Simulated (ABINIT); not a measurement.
# GeBr2 (P-3m1): third-order response, part 3 of 3

Aim: Raman and infrared lines of GeBr2 (P-3m1).

ABINIT 10.8.3; DFT LDA, scalar-relativistic, plane waves, HGH norm-conserving pseudopotentials.

So far. Step 6 (Ground state): The cell stands at -2.2 GPa: the relaxation ran with a smoothed and higher cutoff and on another k mesh. Step 8 (Zone-centre response): The acoustic modes at Γ come out as far as 1.3 cm⁻¹ from zero, where they should vanish, a small numerical error; the Born charges miss their sum rule by 0.027 e, which is fair. The relaxed cell has a = 3.916, c = 6.100 Å (conventional setting).

The structure was built from a prototype and need not be the compound's stable phase.

## 9. Modes with the sum rule

anaddb reads the merged derivatives, imposes the acoustic sum rule and charge neutrality, and adds the LO-TO term along chosen directions.

Input file anaddb.abi:

```
ddb_filepath "gamma_DDB"
output_file "anaddb.abo"
outdata_prefix "anaddb"
asr 1
chneut 1
enunit 2
eivec 1
nph1l 1
qph1l 0.0 0.0 0.0 1.0
dieflag 1
nph2l 3
qph2l 
    1.0 0.0 0.0 0.0
    0.0 0.0 1.0 0.0
    1.0 1.0 1.0 0.0
nlflag 1
ramansr 1
alphon 1
prtmbm 1
```

Input file mrgddb.in:

```
gamma_DDB
merged
3
dfpt_gammao_DS2_DDB
dfpt_gammao_DS3_DDB
gso_DDB
```

Started as:

```console
$ mrgddb < mrgddb.in > mrgddb.log
$ OMP_NUM_THREADS=1 anaddb anaddb.abi > anaddb.log
```

anaddb.abo, the main output file:

```text
[banners, grids, parts of the stress and lines that vanish by symmetry left out]
-outvars_anaddb: echo values of input variables ----------------------

 Flags :
[...]
Dielectric Tensor and Effective Charges
[...]
Effective charge tensors after
[...]
1          1       -0.000000000        0.000000000       -0.000000000
[...]
1          2       -0.000000000        0.000000000       -0.000000000
[...]
1          3       -0.000000000        0.000000000        0.000000000
[...]
2          1        0.000000000        0.013845279        0.021595272
[...]
2          2        0.013845279       -0.000000000       -0.000000000
[...]
2          3        0.024675453        0.000000000        0.000000000
[...]
3          1       -0.000000000       -0.013845279       -0.021595272
[...]
3          2       -0.013845279       -0.000000000        0.000000000
[...]
3          3       -0.024675453       -0.000000000       -0.000000000
[...]
Phonon wavevector (reduced coordinates) :  0.00000  0.00000  0.00000
 Phonon energies in Hartree :
[...]
Phonon energies in meV     :
-  0.000000E+00  0.000000E+00  0.000000E+00  9.229810E+00  9.229810E+00
-  1.371567E+01  1.371567E+01  1.707264E+01  2.481200E+01
 Phonon frequencies in cm-1    :
-  0.000000E+00  0.000000E+00  0.000000E+00  7.444344E+01  7.444344E+01
-  1.106243E+02  1.106243E+02  1.377002E+02  2.001223E+02
 Phonon frequencies in Thz     :
-  0.000000E+00  0.000000E+00  0.000000E+00  2.231758E+00  2.231758E+00
-  3.316434E+00  3.316434E+00  4.128147E+00  5.999515E+00
 Phonon energies in Kelvin  :
-  0.000000E+00  0.000000E+00  0.000000E+00  1.071075E+02  1.071075E+02
-  1.591637E+02  1.591637E+02  1.981198E+02  2.879313E+02
[...]
-  1  0.00000000E+00  0.00000000E+00 -1.53633196E-03
-     0.00000000E+00  0.00000000E+00  0.00000000E+00
-  2  0.00000000E+00  0.00000000E+00 -1.53633198E-03
-     0.00000000E+00  0.00000000E+00  0.00000000E+00
-  3  0.00000000E+00  0.00000000E+00 -1.53633198E-03
-     0.00000000E+00  0.00000000E+00  0.00000000E+00
[...]
-  1  0.00000000E+00  1.53633013E-03  0.00000000E+00
-     0.00000000E+00  0.00000000E+00  0.00000000E+00
-  2  0.00000000E+00  1.53633281E-03  0.00000000E+00
-     0.00000000E+00  0.00000000E+00  0.00000000E+00
-  3  0.00000000E+00  1.53633281E-03  0.00000000E+00
-     0.00000000E+00  0.00000000E+00  0.00000000E+00
[...]
-  1  1.53633013E-03  0.00000000E+00  0.00000000E+00
-     0.00000000E+00  0.00000000E+00  0.00000000E+00
-  2  1.53633281E-03  0.00000000E+00  0.00000000E+00
-     0.00000000E+00  0.00000000E+00  0.00000000E+00
-  3  1.53633281E-03  0.00000000E+00  0.00000000E+00
-     0.00000000E+00  0.00000000E+00  0.00000000E+00
[...]
-  1  1.84647516E-03  1.33617950E-03  0.00000000E+00
-     0.00000000E+00  0.00000000E+00  0.00000000E+00
[...]
-     0.00000000E+00  0.00000000E+00  0.00000000E+00
[...]
-     0.00000000E+00  0.00000000E+00  0.00000000E+00
[...]
-     0.00000000E+00  0.00000000E+00  0.00000000E+00
[...]
-     0.00000000E+00  0.00000000E+00  0.00000000E+00
[...]
-     1         -0.000000     0.000000     0.000000     0.000000
-     2         -0.000000    -0.000004     0.000000     0.000004
-     3         -0.000004    -0.000000     0.000000     0.000004
-     4          5.412107    -0.000000    -0.000000     5.412107
-     5         -0.000000    -5.412107     0.000000     5.412107
-     6         -0.000000     0.000000    -0.000000     0.000000
-     7          0.000000    -0.000000    -0.000000     0.000000
[...]
-   1     Real    0.0000E+00  0.0000E+00  0.0000E+00  0.0000E+00  0.0000E+00  0.0000E+00  0.0000E+00
[...]
-   2     Real    0.0000E+00  0.0000E+00  0.0000E+00  0.0000E+00  0.0000E+00  0.0000E+00  0.0000E+00
[...]
-   3     Real    0.0000E+00  0.0000E+00  0.0000E+00  0.0000E+00  0.0000E+00  0.0000E+00  0.0000E+00
[...]
-   4     Real    2.1499E-04  0.0000E+00  0.0000E+00  0.0000E+00  0.0000E+00  0.0000E+00  2.1499E-04
[...]
-   5     Real    0.0000E+00  2.1499E-04  0.0000E+00  0.0000E+00  0.0000E+00  0.0000E+00  2.1499E-04
[...]
-   6     Real    0.0000E+00  0.0000E+00  0.0000E+00  0.0000E+00  0.0000E+00  0.0000E+00  0.0000E+00
[...]
-   7     Real    0.0000E+00  0.0000E+00  0.0000E+00  0.0000E+00  0.0000E+00  0.0000E+00  0.0000E+00
[...]
Phonon at Gamma, with non-analyticity in the
[...]
Phonon energies in Hartree :
[...]
Phonon energies in meV     :
-  0.000000E+00  0.000000E+00  0.000000E+00  9.229810E+00  1.371567E+01
[...]
Phonon frequencies in cm-1    :
-  0.000000E+00  0.000000E+00  0.000000E+00  7.444344E+01  1.106243E+02
[...]
Phonon frequencies in Thz     :
-  0.000000E+00  0.000000E+00  0.000000E+00  2.231758E+00  3.316434E+00
[...]
Phonon energies in Kelvin  :
-  0.000000E+00  0.000000E+00  0.000000E+00  1.071075E+02  1.591637E+02
[...]
Phonon at Gamma, with non-analyticity in the
[...]
Phonon energies in Hartree :
[...]
Phonon energies in meV     :
-  0.000000E+00  0.000000E+00  0.000000E+00  9.229810E+00  9.229810E+00
[...]
Phonon frequencies in cm-1    :
-  0.000000E+00  0.000000E+00  0.000000E+00  7.444344E+01  7.444344E+01
[...]
Phonon frequencies in Thz     :
-  0.000000E+00  0.000000E+00  0.000000E+00  2.231758E+00  2.231758E+00
[...]
Phonon energies in Kelvin  :
-  0.000000E+00  0.000000E+00  0.000000E+00  1.071075E+02  1.071075E+02
[...]
-  2  9.98344929E-04 -1.56078542E-03  0.00000000E+00
[...]
-  3 -9.98344929E-04  1.56078542E-03  0.00000000E+00
[...]
-        -0.000000000      -0.000000000       0.000000000
-        -0.000000000       0.000000000      -0.000000000
[...]
-         0.000000000      -0.000000000       0.000000000
-        -0.000000000       0.000000000       0.000000000
-         0.000000000       0.000000000       0.000000000
[...]
-         0.000000000      -0.000000000      -0.000000000
[...]
Phonon at Gamma, with non-analyticity in the
[...]
Phonon energies in Hartree :
[...]
Phonon energies in meV     :
-  0.000000E+00  0.000000E+00  0.000000E+00  9.229810E+00  1.371567E+01
-  1.371567E+01  1.707264E+01  2.019411E+01  2.613724E+01
 Phonon frequencies in cm-1    :
-  0.000000E+00  0.000000E+00  0.000000E+00  7.444344E+01  1.106243E+02
-  1.106243E+02  1.377002E+02  1.628765E+02  2.108110E+02
 Phonon frequencies in Thz     :
-  0.000000E+00  0.000000E+00  0.000000E+00  2.231758E+00  3.316434E+00
-  3.316434E+00  4.128147E+00  4.882914E+00  6.319956E+00
 Phonon energies in Kelvin  :
-  0.000000E+00  0.000000E+00  0.000000E+00  1.071075E+02  1.591637E+02
-  1.591637E+02  1.981198E+02  2.343429E+02  3.033100E+02
[...]
-  2  9.98345636E-04 -1.56078497E-03  0.00000000E+00
[...]
-  3 -9.98345636E-04  1.56078497E-03  0.00000000E+00
[...]
-         0.000646452       0.001010645      -0.001576361
-         0.001008309      -0.001576361       0.000000000
[...]
Direction                     Dielectric constant
[...]
0.00000   0.00000   1.00000      6.05471564
   1.00000   1.00000   1.00000     35.62264225
-
```

Wall time 0.67 s (1 thread of Arm Neoverse V1, shared host).

Read from the output:

| Quantity | Value |
| --- | --- |
| lowest optical zone-centre mode | 74.44 cm⁻¹ |
| mean static dielectric constant | 35.62 |
| highest mode moved by the LO-TO term | 216.2 cm⁻¹ |

No LO-TO term; unit eigenvectors of the mass-weighted matrix, from anaddb's displacements. Modes at Γ, with each element's share of the kinetic energy:

```
mode  frequency (cm⁻¹)  Ge %  Br %
   1               0.0    31    69
   2               0.0    31    69
   3               0.0    31    69
   4              74.4    69    31
   5              74.4    69    31
   6             110.6     0   100
   7             110.6     0   100
   8             137.7     0   100
   9             200.1    69    31
```

Displacements in mode 4 (74.4 cm⁻¹), the largest set to 1:
```
Ge1  1.00  0.72  0.00
Br2 -0.45 -0.33  0.00
Br3 -0.45 -0.33  0.00
```

Displacements in mode 9 (200.1 cm⁻¹), the largest set to 1:
```
Ge1  0.00  0.00  1.00
Br2  0.00  0.00 -0.45
Br3  0.00  0.00 -0.45
```

From anaddb's Raman susceptibilities, degenerate modes summed; transverse modes, the longitudinal lines of polar modes are not listed. Lines of the Raman spectrum (strongest = 100):

```
position (cm⁻¹)  lines merged  Raman activity (Å⁴/amu), powder, relative
             74             2                                        0.0
            111             2                                        8.0
            138             1                                        100
            200             1                                        0.0
```

Static dielectric tensor (ions relaxed, fixed cell):

```
50.41  0.00  0.00
 0.00 50.41  0.00
 0.00  0.00  6.05
```

The rule moves no optical mode by more than 0.1 cm⁻¹.

## 10. Results

```yaml
space_group_after_relaxation: P-3m1
volume_per_atom: 27.0 Å³
highest_optical_zone_centre_mode_no_lo_to_term: 200.1 cm⁻¹
lowest_optical_zone_centre_mode: 74.4 cm⁻¹
highest_mode_moved_by_the_lo_to_term: 216.2 cm⁻¹
mean_high_frequency_dielectric_constant: 6.71
largest_born_charge_in_size_third_of_the_trace: 3.51 e
mean_static_dielectric_constant: 35.6
imaginary_optical_modes_at_the_zone_centre_no_q_mesh_in_this_session: none
```

**Reading.** The largest Raman activity of GeBr2 (P-3m1) lies at 138 cm⁻¹. At the LDA level the optical modes of GeBr2 (P-3m1) at the zone centre (no LO-TO term) run from 74 to 200 cm⁻¹. The base run prints -2.2 GPa, mostly the error of a finite basis; the relaxation, with a smoothed and higher cutoff, had brought the cell to rest. An error of this size shows a cutoff that is short for these files. Along the directions run, the highest mode that the macroscopic field moves lies at 216 cm⁻¹. Lattice motion raises the mean dielectric constant from 6.706 to 35.62. The Raman intensities rest on static tensors of the transverse modes; green light lies near or above this gap, where resonance changes them. These are harmonic frequencies at zero temperature: anharmonic shifts and linewidths and thermal expansion are left out. The HGH files keep few electrons and have no core correction, which is cheap but rough for Ge. The structure is a hypothetical one, built on a prototype.

[Host names and launcher messages were left out of these logs when they were recorded.]

[Logs are printed without paths, hosts, clocks, repeated set-up lines and the standing remarks that a program may print on its own settings, such as how far it seeks lower states.]

[Hosts, paths, dates, database ids (printed as entryN), source tags and the programs' standing remarks are cut or masked in the printed files.]
